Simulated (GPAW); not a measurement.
# Ga2S3 (Cc): dielectric function, part 2 of 2

Aim: the dielectric function of Ga2S3 (Cc), with and without local fields.

GPAW 26.7.0; LDA and many-body steps on it, plane waves.

So far. Step 3 (RPA response): The static value is 6.05. Step 4 (ALDA response): The static value is 6.34.

## 5. RPA response, local-field cutoff (4×4×4 mesh, 283 bands, screening to 5 eV, broadening 0.2 eV)

This step: linear response, RPA, on LDA, plane waves, PAW.

Contents of run.py:

```python
import json
import numpy as np
from gpaw.mpi import world
from gpaw.response.df import DielectricFunction

df = DielectricFunction('full.gpw',
    ecut=5,
    nbands=283,
    eta=0.2,
    frequencies={'type': 'nonlinear', 'domega0': 0.05, 'omega2': 10.0},
    intraband=False,
    txt='df.txt')
res = {'optical': {}, 'eels': []}
for d in 'xyz':
    y0, y = df.get_dielectric_function(direction=d, xc='RPA', filename=None)
    res['optical'][d] = [y0.real, y0.imag, y.real, y.imag]
res['w'] = df.get_frequencies()
for q_c in [[0.75, 0, 0]]:
    res['eels'].append(df.get_eels_spectrum(q_c=q_c, xc='RPA', filename=None))

if world.rank == 0:
    with open('result.json', 'w') as f:
        json.dump(res, f, default=lambda x: x.tolist())
```

The run is started by

```console
$ mpirun -n 8 gpaw python run.py
```

Numbers of over 12 decimals in the logs are rounded to 6 here.

What it wrote:

```text
Using integrator: PointIntegrator
NonLinearFrequencyDescriptor(from 0.000 to 73.126 eV, 364 points)
Nonperiodic BCs:  [False False False]
Using integrator: PointIntegrator
NonLinearFrequencyDescriptor(from 0.000 to 73.126 eV, 364 points)
Nonperiodic BCs:  [False False False]

Calculating chi0 body with:
    Ground state adapter containing:
    Number of spins: 1
    Number of kpoints: 64
    Number of irreducible kpoints: 36
    Number of completely occupied states: 24
    Number of partially occupied states: 24
    Occupied states memory: 13.125 M / cpu

    Linear response parametrization:
    q_c: [0.0, 0.0, 0.0]
    Number of frequency points: 364
    Planewave cutoff: 5.0
    Number of bands: 283
    Number of planewaves: 3
    Broadening (eta): 0.2
    comm.size: 8
    kncomm.size: 8
    blockcomm.size: 1

    Memory estimate of potentially large arrays:
        chi0_wGG: 0.049988 M / cpu
Integrating chi0 body.

Symmetries of q_c:
    Direct symmetries (Uq -> q): 1
    Indirect symmetries (TUq -> q): 1
In total 2 allowed symmetries.

  [... matrices ...]
36 groups of equivalent kpoints. 43.75% reduction.

Integral kind: spectral function

Calculating chi0 optical extensions with:
    Ground state adapter containing:
    Number of spins: 1
    Number of kpoints: 64
    Number of irreducible kpoints: 36
    Number of completely occupied states: 24
    Number of partially occupied states: 24
    Occupied states memory: 13.125 M / cpu

    Linear response parametrization:
    Number of frequency points: 364
    Planewave cutoff: 5.0
    Number of bands: 283
    Number of planewaves: 3
    Broadening (eta): 0.2
Integrating chi0 head and wings.

Symmetries of q_c:
    Direct symmetries (Uq -> q): 1
    Indirect symmetries (TUq -> q): 1
In total 2 allowed symmetries.

  [... matrices ...]
36 groups of equivalent kpoints. 43.75% reduction.

Integral kind: spectral function wings

Calculating chi0 body with:
    Ground state adapter containing:
    Number of spins: 1
    Number of kpoints: 64
    Number of irreducible kpoints: 36
    Number of completely occupied states: 24
    Number of partially occupied states: 24
    Occupied states memory: 13.125 M / cpu

    Linear response parametrization:
    q_c: [0.75, 0.0, 0.0]
    Number of frequency points: 364
    Planewave cutoff: 5.0
    Number of bands: 283
    Number of planewaves: 5
    Broadening (eta): 0.2
    comm.size: 8
    kncomm.size: 8
    blockcomm.size: 1

    Memory estimate of potentially large arrays:
        chi0_wGG: 0.138855 M / cpu
Integrating chi0 body.

Symmetries of q_c:
    Direct symmetries (Uq -> q): 1
    Indirect symmetries (TUq -> q): 0
In total 1 allowed symmetries.

  [... matrices ...]
64 groups of equivalent kpoints. 0.0% reduction.

Integral kind: spectral function
```

Elapsed: 55 s, on 8 MPI ranks of Arm Neoverse V1, shared host; peak memory 3.9 GiB; 7.3 min of CPU time.

Numbers from this step:

* ε at zero frequency: 7.060
* the same without local fields: 7.060

The static value is 7.06.

## 6. RPA response, fewer bands (4×4×4 mesh, 29 bands, screening to 50 eV, broadening 0.2 eV)

Edit run.py of step 5 so:

```diff
@@ -6,4 +6,4 @@
 df = DielectricFunction('full.gpw',
-    ecut=5,
-    nbands=283,
+    ecut=50,
+    nbands=29,
     eta=0.2,
@@ -17,3 +17,3 @@
 res['w'] = df.get_frequencies()
-for q_c in [[0.75, 0, 0]]:
+for q_c in []:
     res['eels'].append(df.get_eels_spectrum(q_c=q_c, xc='RPA', filename=None))
```

The run is started by

```console
$ mpirun -n 8 gpaw python run.py
```

What it wrote:

```text
Using integrator: PointIntegrator
NonLinearFrequencyDescriptor(from 0.000 to 18.582 eV, 211 points)
Nonperiodic BCs:  [False False False]
Using integrator: PointIntegrator
NonLinearFrequencyDescriptor(from 0.000 to 18.582 eV, 211 points)
Nonperiodic BCs:  [False False False]

Calculating chi0 body with:
    Ground state adapter containing:
    Number of spins: 1
    Number of kpoints: 64
    Number of irreducible kpoints: 36
    Number of completely occupied states: 24
    Number of partially occupied states: 24
    Occupied states memory: 13.125 M / cpu

[...]
Ground state adapter containing:
    Number of spins: 1
    Number of kpoints: 64
    Number of irreducible kpoints: 36
    Number of completely occupied states: 24
    Number of partially occupied states: 24
    Occupied states memory: 13.125 M / cpu

    Linear response parametrization:
    Number of frequency points: 211
    Planewave cutoff: 50.0
    Number of bands: 29
    Number of planewaves: 175
    Broadening (eta): 0.2
Integrating chi0 head and wings.

Symmetries of q_c:
    Direct symmetries (Uq -> q): 1
    Indirect symmetries (TUq -> q): 1
In total 2 allowed symmetries.

  [... matrices ...]
36 groups of equivalent kpoints. 43.75% reduction.

Integral kind: spectral function wings
```

It took 6.5 s on 8 MPI ranks; peak memory 3.6 GiB; 51 s of CPU time.

This step gave:

```
ε at zero frequency           : 4.330
the same without local fields : 4.719
```

## 7. RPA response, scissors (4×4×4 mesh, 283 bands, screening to 50 eV, broadening 0.2 eV)

Edit run.py of step 6 so:

```diff
@@ -7,3 +7,3 @@
     ecut=50,
-    nbands=29,
+    nbands=283,
     eta=0.2,
@@ -11,2 +11,3 @@
     intraband=False,
+    eshift=1.5,
     txt='df.txt')
```

The run is started by

```console
$ mpirun -n 8 gpaw python run.py
```

What it wrote:

```text
Using integrator: PointIntegrator
NonLinearFrequencyDescriptor(from 0.000 to 73.126 eV, 364 points)
Nonperiodic BCs:  [False False False]
Using integrator: PointIntegrator
NonLinearFrequencyDescriptor(from 0.000 to 73.126 eV, 364 points)
Nonperiodic BCs:  [False False False]

Calculating chi0 body with:
    Ground state adapter containing:
    Number of spins: 1
    Number of kpoints: 64
    Number of irreducible kpoints: 36
    Number of completely occupied states: 24
    Number of partially occupied states: 24
    Occupied states memory: 13.125 M / cpu

[...]
Ground state adapter containing:
    Number of spins: 1
    Number of kpoints: 64
    Number of irreducible kpoints: 36
    Number of completely occupied states: 24
    Number of partially occupied states: 24
    Occupied states memory: 13.125 M / cpu

    Linear response parametrization:
    Number of frequency points: 364
    Planewave cutoff: 50.0
    Number of bands: 283
    Number of planewaves: 175
    Broadening (eta): 0.2
Integrating chi0 head and wings.

Symmetries of q_c:
    Direct symmetries (Uq -> q): 1
    Indirect symmetries (TUq -> q): 1
In total 2 allowed symmetries.

  [... matrices ...]
36 groups of equivalent kpoints. 43.75% reduction.

Integral kind: spectral function wings
```

Wall time 40 s (8 MPI ranks); peak memory 6.4 GiB; 5.3 min of CPU time.

This step gave:

```
ε at zero frequency           : 5.010
the same without local fields : 5.747
```

The static value is 5.01.

## 8. RPA response, no empty band (4×4×4 mesh, 24 bands, screening to 30 eV, broadening 0.2 eV)

Edit run.py of step 7 so:

```diff
@@ -6,4 +6,4 @@
 df = DielectricFunction('full.gpw',
-    ecut=50,
-    nbands=283,
+    ecut=30,
+    nbands=24,
     eta=0.2,
@@ -11,3 +11,2 @@
     intraband=False,
-    eshift=1.5,
     txt='df.txt')
```

The run is started by

```console
$ mpirun -n 8 gpaw python run.py
```

What it wrote:

```text
Using integrator: PointIntegrator
NonLinearFrequencyDescriptor(from 0.000 to 14.223 eV, 180 points)
Nonperiodic BCs:  [False False False]
Using integrator: PointIntegrator
NonLinearFrequencyDescriptor(from 0.000 to 14.223 eV, 180 points)
Nonperiodic BCs:  [False False False]

Calculating chi0 body with:
    Ground state adapter containing:
    Number of spins: 1
    Number of kpoints: 64
    Number of irreducible kpoints: 36
    Number of completely occupied states: 24
    Number of partially occupied states: 24
    Occupied states memory: 13.125 M / cpu

[...]
Ground state adapter containing:
    Number of spins: 1
    Number of kpoints: 64
    Number of irreducible kpoints: 36
    Number of completely occupied states: 24
    Number of partially occupied states: 24
    Occupied states memory: 13.125 M / cpu

    Linear response parametrization:
    Number of frequency points: 180
    Planewave cutoff: 30.0
    Number of bands: 24
    Number of planewaves: 71
    Broadening (eta): 0.2
Integrating chi0 head and wings.

Symmetries of q_c:
    Direct symmetries (Uq -> q): 1
    Indirect symmetries (TUq -> q): 1
In total 2 allowed symmetries.

  [... matrices ...]
36 groups of equivalent kpoints. 43.75% reduction.

Integral kind: spectral function wings
```

Elapsed: 4.4 s, on 8 MPI ranks; peak memory 2.7 GiB.

This step gave:

- ε at zero frequency: 1
- the same without local fields: 1

The run ended normally, though the input holds a fault or crude settings.

The fault put into this input: no empty band.

## 9. The runs together

Times are wall times on 8 MPI ranks of Arm Neoverse V1, shared host, good to a factor of about two.

```
                                                                                           run  ε(0)  without local fields   time
                                                                                  RPA response  6.05                  7.06  2 min
                                                                                 ALDA response  6.34                  7.06   72 s
RPA response, local-field cutoff (4×4×4 mesh, 283 bands, screening to 5 eV, broadening 0.2 eV)  7.06                  7.06   55 s
       RPA response, fewer bands (4×4×4 mesh, 29 bands, screening to 50 eV, broadening 0.2 eV)  4.33                  4.72  6.5 s
         RPA response, scissors (4×4×4 mesh, 283 bands, screening to 50 eV, broadening 0.2 eV)  5.01                  5.75   40 s
```

## 10. What came out

```yaml
rpa_response: ε(0) 6.05
alda_response: ε(0) 6.34
rpa_response_local_field_cutoff_4x4x4_mesh_283_bands_screening_to_5_ev_broadening_0p2_ev: ε(0) 7.06
rpa_response_fewer_bands_4x4x4_mesh_29_bands_screening_to_50_ev_broadening_0p2_ev: ε(0) 4.33
rpa_response_scissors_4x4x4_mesh_283_bands_screening_to_50_ev_broadening_0p2_ev: ε(0) 5.01
```

In words: In the optical limit the electronic ε(0) is 6.05, against 7.06 without local fields. ALDA response: ε(0) = 6.34. RPA response, local-field cutoff (4×4×4 mesh, 283 bands, screening to 5 eV, broadening 0.2 eV): ε(0) = 7.06. RPA response, fewer bands (4×4×4 mesh, 29 bands, screening to 50 eV, broadening 0.2 eV): ε(0) = 4.33. RPA response, scissors (4×4×4 mesh, 283 bands, screening to 50 eV, broadening 0.2 eV): ε(0) = 5.01. ε(0) converges slowly with a Γ-centred mesh, and this one is not shown settled. Unless a shift is named, the levels are those of the density functional, and only a kernel with a long-range part can bind an exciton.

[Paths, hosts, dates, memory and timing lines, banners, echoed tables and standing remarks are left out of the program output.]

[Logs are printed without paths, hosts, clocks, repeated set-up lines and the standing remarks that a program may print on its own settings, such as how far it seeks lower states.]

[Runs of the session that timed out or met a known fault of the program may be left out.]

[Hosts, paths, dates, database ids (printed as entryN), source tags and the programs' standing remarks are cut or masked in the printed files.]
